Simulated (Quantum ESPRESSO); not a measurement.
# Magnetic state of FeGe from several starts

Does FeGe prefer parallel or opposed moments?

Program: Quantum ESPRESSO 7.5. Level of theory: LDA; plane waves with GBRV 1.5 LDA potentials, no spin-orbit coupling. Results are calculated unless marked as measured.

Report form: the programs' logs are mostly left out.

The database entry behind the starting cell differs from later determinations by our own check (about 0.2 % short), so it need not match the best structure at ambient conditions.

## Step 1: Set-up

The structure is cubic, space group P2_13 (No. 198). Conventional cell: a = 4.689 Å, b = 4.689 Å, c = 4.689 Å, α = 90.00°, β = 90.00°, γ = 90.00°. Fe has 7 Ge at 2.38 to 2.64 Å nearest. Nearest to Ge lie 7 Fe at 2.38 to 2.64 Å. Farther neighbours are not listed.

The cell comes from the Crystallography Open Database.

## Step 2: Start 1: ferro ++++

The signs are those of the starting moments on the seeded atoms, the atoms that are given a moment.

Contents of pw.in:

```
&CONTROL
  calculation = 'scf'
  prefix = 'pwscf'
  outdir = './tmp'
  pseudo_dir = './pseudo'
  disk_io = 'nowf'
/
&SYSTEM
  ibrav = 0
  celldm(1) = 8
  nat = 8
  ntyp = 2
  ecutwfc = 40
  ecutrho = 280
  nbnd = 80
  occupations = 'smearing'
  smearing = 'fd'
  degauss = 0.00734986
  nspin = 2
  starting_magnetization(1) = 0.175
  starting_magnetization(2) = 0
/
&ELECTRONS
  conv_thr = 1.6d-08
  electron_maxstep = 150
  mixing_beta = 0.3
/
ATOMIC_SPECIES
Fe     55.8450 fe_lda_v1.5.uspp.F.UPF
Ge     72.6300 ge_lda_v1.4.uspp.F.UPF
CELL_PARAMETERS alat
   1.1076157247963    0.0000000000000    0.0000000000000
   0.0000000000000    1.1076157247963    0.0000000000000
   0.0000000000000    0.0000000000000    1.1076157247963
ATOMIC_POSITIONS crystal
Fe      0.1350000000    0.1350000000    0.1350000000
Fe      0.3650000000    0.8650000000    0.6350000000
Fe      0.6350000000    0.3650000000    0.8650000000
Fe      0.8650000000    0.6350000000    0.3650000000
Ge      0.8420000000    0.8420000000    0.8420000000
Ge      0.6580000000    0.1580000000    0.3420000000
Ge      0.3420000000    0.6580000000    0.1580000000
Ge      0.1580000000    0.3420000000    0.6580000000
K_POINTS automatic
6 6 6 0 0 0
```

On the command line:

```console
$ OMP_NUM_THREADS=1 mpirun -n 4 pw.x -nk 4 -in pw.in > pw.out
```

Wall time 79 s (4 MPI ranks of Arm Neoverse V1, shared host); peak memory 0.65 GiB; 5.3 min of CPU time.

Spin moment in the atom's sphere by atom:

| atom | spin moment in the atom's sphere (μB) |
| --- | --- |
| Fe1 | 1.11 |
| Fe2 | 1.11 |
| Fe3 | 1.11 |
| Fe4 | 1.11 |
| Ge5 | -0.05 |
| Ge6 | -0.05 |
| Ge7 | -0.05 |
| Ge8 | -0.05 |

Read from the output:

```
smearing term TS       : 0.2444 eV
magnetization          : 4.09 μB
absolute magnetization : 4.975 μB
final state            : ferromagnetic
```

Spin density in the ac plane at fractional y = 0.135, with atoms of Fe and Ge within 0.2 Å of it.

Values in e/Å³, 14 rows by 14 columns, each cell a mean:
```
0.0 0.1 0.1 0.0 0.0 0.0 0.0 0.0 0.0 0.0 0.0 0.0 0.0 0.0
0.0 0.0 0.0 0.0 0.0 0.0 0.0 0.0 0.0 0.0 0.0 0.0 0.0 0.0
0.0 0.0 0.0 0.0 0.0 0.0 0.0 0.0 0.0 0.0 0.0 0.0 0.0 0.0
0.0 0.0 0.0 0.0 0.0 0.0 0.0 0.0 0.0 0.0 0.0 0.0 0.0 0.0
0.0 0.0 0.0 0.0 0.0 0.0 0.0 0.0 0.0 0.0 0.0 0.0 0.0 0.0
0.0 0.0 0.0 0.0 0.0 0.0 0.0 0.0 0.0 0.0 0.0 0.0 0.0 0.0
0.0 0.0 0.0 0.0 0.0 0.0 0.0 0.0 0.0 0.0 0.0 0.0 0.0 0.0
0.0 0.0 0.0 0.0 0.0 0.0 0.0 0.0 0.0 0.0 0.0 0.0 0.0 0.0
0.0 0.0 0.0 0.0 0.0 0.0 0.0 0.0 0.0 0.0 0.0 0.0 0.0 0.0
0.0 0.1 0.1 0.1 0.0 0.0 0.0 0.0 0.0 0.0 0.0 0.0 0.0 0.0
0.2 0.6 0.8 0.3 0.1 0.0 0.0 0.0 0.0 0.0 0.0 0.0 0.0 0.0
0.4 1.6 2.1 0.8 0.1 0.0 0.0 0.0 0.0 0.0 0.0 0.0 0.0 0.1
0.4 1.3 1.7 0.6 0.1 0.0 0.0 0.0 0.0 0.0 0.0 0.0 0.0 0.0
0.1 0.4 0.4 0.2 0.0 0.0 0.0 0.0 0.0 0.0 0.0 0.0 0.0 0.0
```
Columns run along a (4.7 Å), rows up along c (4.7 Å). Atoms in or near the plane, at fractional coordinates: Fe at (0.13, 0.13), Ge at (0.66, 0.34).

Valence density in the ac plane at fractional y = 0.135, with atoms of Fe and Ge within 0.2 Å of it. It is the smooth field of the valence electrons, not physical close to the nuclei.

Ten steps, logarithmic in the rise over the least value, from '0' (0 e/Å³) to '9' (30 e/Å³), each cell a mean:
```
11210000000000
00000000010000
00100000000000
01111000000000
01111000000000
00111000000000
00000001121000
00000012464200
00100013897310
13321013797311
47752012454211
69973101111112
58973000000001
35641000000001
```
Columns run along a (4.7 Å), rows up along c (4.7 Å). Atoms in or near the plane, at fractional coordinates: Fe at (0.13, 0.13), Ge at (0.66, 0.34).

## Step 3: Start 2: antiferro ++−−

pw.in: that of step 2 with these lines changed.

```diff
@@ -11,6 +11,6 @@
   nat = 8
-  ntyp = 2
+  ntyp = 3
   ecutwfc = 40
   ecutrho = 280
-  nbnd = 80
+  nbnd = 74
   occupations = 'smearing'
@@ -20,3 +20,4 @@
   starting_magnetization(1) = 0.175
-  starting_magnetization(2) = 0
+  starting_magnetization(2) = -0.175
+  starting_magnetization(3) = 0
 /
@@ -28,3 +29,4 @@
 ATOMIC_SPECIES
-Fe     55.8450 fe_lda_v1.5.uspp.F.UPF
+Fe1    55.8450 fe_lda_v1.5.uspp.F.UPF
+Fe2    55.8450 fe_lda_v1.5.uspp.F.UPF
 Ge     72.6300 ge_lda_v1.4.uspp.F.UPF
@@ -35,6 +37,6 @@
 ATOMIC_POSITIONS crystal
-Fe      0.1350000000    0.1350000000    0.1350000000
-Fe      0.3650000000    0.8650000000    0.6350000000
-Fe      0.6350000000    0.3650000000    0.8650000000
-Fe      0.8650000000    0.6350000000    0.3650000000
+Fe1     0.1350000000    0.1350000000    0.1350000000
+Fe1     0.3650000000    0.8650000000    0.6350000000
+Fe2     0.6350000000    0.3650000000    0.8650000000
+Fe2     0.8650000000    0.6350000000    0.3650000000
 Ge      0.8420000000    0.8420000000    0.8420000000
```

Wall time 8.8 min (4 MPI ranks); peak memory 1 GiB.

Spin moment in the atom's sphere by atom:

| atom | spin moment in the atom's sphere (μB) |
| --- | --- |
| Fe1 | 0.243 |
| Fe2 | 0.243 |
| Fe3 | -0.245 |
| Fe4 | -0.245 |
| Ge5 | 0.001 |
| Ge6 | 0.001 |
| Ge7 | 0.000 |
| Ge8 | 0.000 |

This step gave:

```
smearing term TS       : 0.3249 eV
magnetization          : 0 μB
absolute magnetization : 1.072 μB
final state            : antiferromagnetic
```

Spin density in the ac plane at fractional y = 0.135, with atoms of Fe and Ge within 0.2 Å of it.

Values in e/Å³, 14 rows by 14 columns, each cell a mean:
```
0.01 0.01 0.01 0.01 0.00 0.00 0.00 0.00 0.00 0.00 0.00 0.00 0.00 0.00
0.00 0.00 0.00 0.00 0.00 0.00 0.00 0.00 0.00 0.00 0.00 0.00 0.00 0.00
0.00 0.00 0.00 0.00 0.00 0.00 0.00 0.00 0.00 0.00 0.00 0.00 0.00 0.00
0.00 0.00 0.00 0.00 0.00 0.00 0.00 0.00 0.00 0.00 0.00 0.00 0.00 0.00
0.00 0.00 0.00 0.00 0.00 0.00 0.00 0.00 0.00 0.00 0.00 0.00 0.00 0.00
0.00 0.00 0.00 0.00 0.00 0.00 0.00 0.00 0.00 0.00 0.00 0.00 0.00 0.00
0.00 0.00 0.00 0.00 0.00 0.00 0.00 0.00 0.00 0.00 0.00 0.00 0.00 0.00
0.00 0.00 0.00 0.00 0.00 0.00 0.00 0.00 0.00 0.00 0.00 0.00 0.00 0.00
0.00 0.00 0.00 0.00 0.00 0.00 0.00 0.00 0.00 0.00 0.00 0.00 0.00 0.00
0.01 0.03 0.03 0.01 0.00 0.00 0.00 0.00 0.00 0.00 0.00 0.00 0.00 0.00
0.03 0.13 0.18 0.06 0.01 0.00 0.00 0.00 0.00 0.00 0.00 0.00 0.00 0.00
0.09 0.36 0.45 0.16 0.03 0.01 0.00 0.00 0.00 0.00 0.00 0.00 0.00 0.01
0.07 0.29 0.38 0.11 0.02 0.00 0.00 0.00 0.00 0.00 0.00 0.00 0.00 0.01
0.03 0.08 0.11 0.03 0.01 0.00 0.00 0.00 0.00 0.00 0.00 0.00 0.00 0.01
```
Columns run along a (4.7 Å), rows up along c (4.7 Å). Atoms in or near the plane, at fractional coordinates: Fe at (0.13, 0.13), Ge at (0.66, 0.34).

Valence density in the ac plane at fractional y = 0.135, with atoms of Fe and Ge within 0.2 Å of it. It is the smooth field of the valence electrons, not physical close to the nuclei.

Ten steps, logarithmic in the rise over the least value, from '0' (0 e/Å³) to '9' (30 e/Å³), each cell a mean:
```
11210000000000
00100000010000
00100000000000
01111000000000
01111000000000
00111000000000
00000001121000
00000012464200
00100013897310
13321013797311
47752012454211
69973101111112
58973000000001
35641000000001
```
Columns run along a (4.7 Å), rows up along c (4.7 Å). Atoms in or near the plane, at fractional coordinates: Fe at (0.13, 0.13), Ge at (0.66, 0.34).

## Step 4: Start 3: ferri +++−

pw.in: that of step 3 with these lines changed.

```diff
@@ -14,3 +14,3 @@
   ecutrho = 280
-  nbnd = 74
+  nbnd = 77
   occupations = 'smearing'
@@ -39,3 +39,3 @@
 Fe1     0.3650000000    0.8650000000    0.6350000000
-Fe2     0.6350000000    0.3650000000    0.8650000000
+Fe1     0.6350000000    0.3650000000    0.8650000000
 Fe2     0.8650000000    0.6350000000    0.3650000000
```

Elapsed: 6.5 min, on 4 MPI ranks; peak memory 0.83 GiB; 26 min of CPU time.

Spin moment in the atom's sphere by atom:

| atom | spin moment in the atom's sphere (μB) |
| --- | --- |
| Fe1 | 1.11 |
| Fe2 | 1.11 |
| Fe3 | 1.11 |
| Fe4 | 1.11 |
| Ge5 | -0.05 |
| Ge6 | -0.05 |
| Ge7 | -0.05 |
| Ge8 | -0.05 |

Numbers from this step:

* smearing term TS: 0.2444 eV
* magnetization: 4.09 μB
* absolute magnetization: 4.975 μB
* final state: ferromagnetic

The typed signs were not kept.

## Step 5: Ranking

An order is kept where moments of 0.15 μB or more survive with the typed signs; meshes match where a doubled cell samples the same k points as the first cell.

Orders:

| start | final state | typed order kept | energy over the lowest (meV a seeded atom) | largest site moment (μB) | net moment (μB a cell of the first run) | mesh matched | CPU time (s) |
| --- | --- | --- | --- | --- | --- | --- | --- |
| ferro ++++ | ferromagnetic | yes | 0 | 1.109 | 4.09 | yes | 316.4 |
| antiferro ++-- | antiferromagnetic | yes | 36.7 | 0.2446 | 0.0025 | yes | 2102 |
| ferri +++- | ferromagnetic | no | 0 | 1.109 | 4.09 | yes | 1556 |

## Step 6: Results

| Item | Value |
| --- | --- |
| lowest state found | ferromagnetic (from ferro ++++ and ferri +++-) |
| largest site moment | 1.11 μB |
| next state with moments | antiferromagnetic, 36.7 meV a seeded atom higher |

What this shows: The smearing terms TS of the orders run from 61 to 81 meV a seeded atom, so the differences would change at a smaller width: an order with a larger TS is lowered more by the smearing. 1 start left the typed signs, so such an energy belongs to the state reached, not the one typed. Only these 3 starts were compared; other wavevectors, canted and longer-period orders were not. Energies are free energies at an electronic temperature of 1160 K, which lowers moments and differences where the moments are itinerant.

[Logs and program files are shortened in this print: banners, set-up blocks, solver, clock and traceback lines can be left out without a mark of their own.]

[Logs are printed without paths, hosts, clocks, repeated set-up lines and the standing remarks that a program may print on its own settings, such as how far it seeks lower states.]

[Hosts, paths, dates, database ids (printed as entryN), source tags and the programs' standing remarks are cut or masked in the printed files.]

[Where a cell is said to come from a database of computed structures, the database is the Materials Project.]
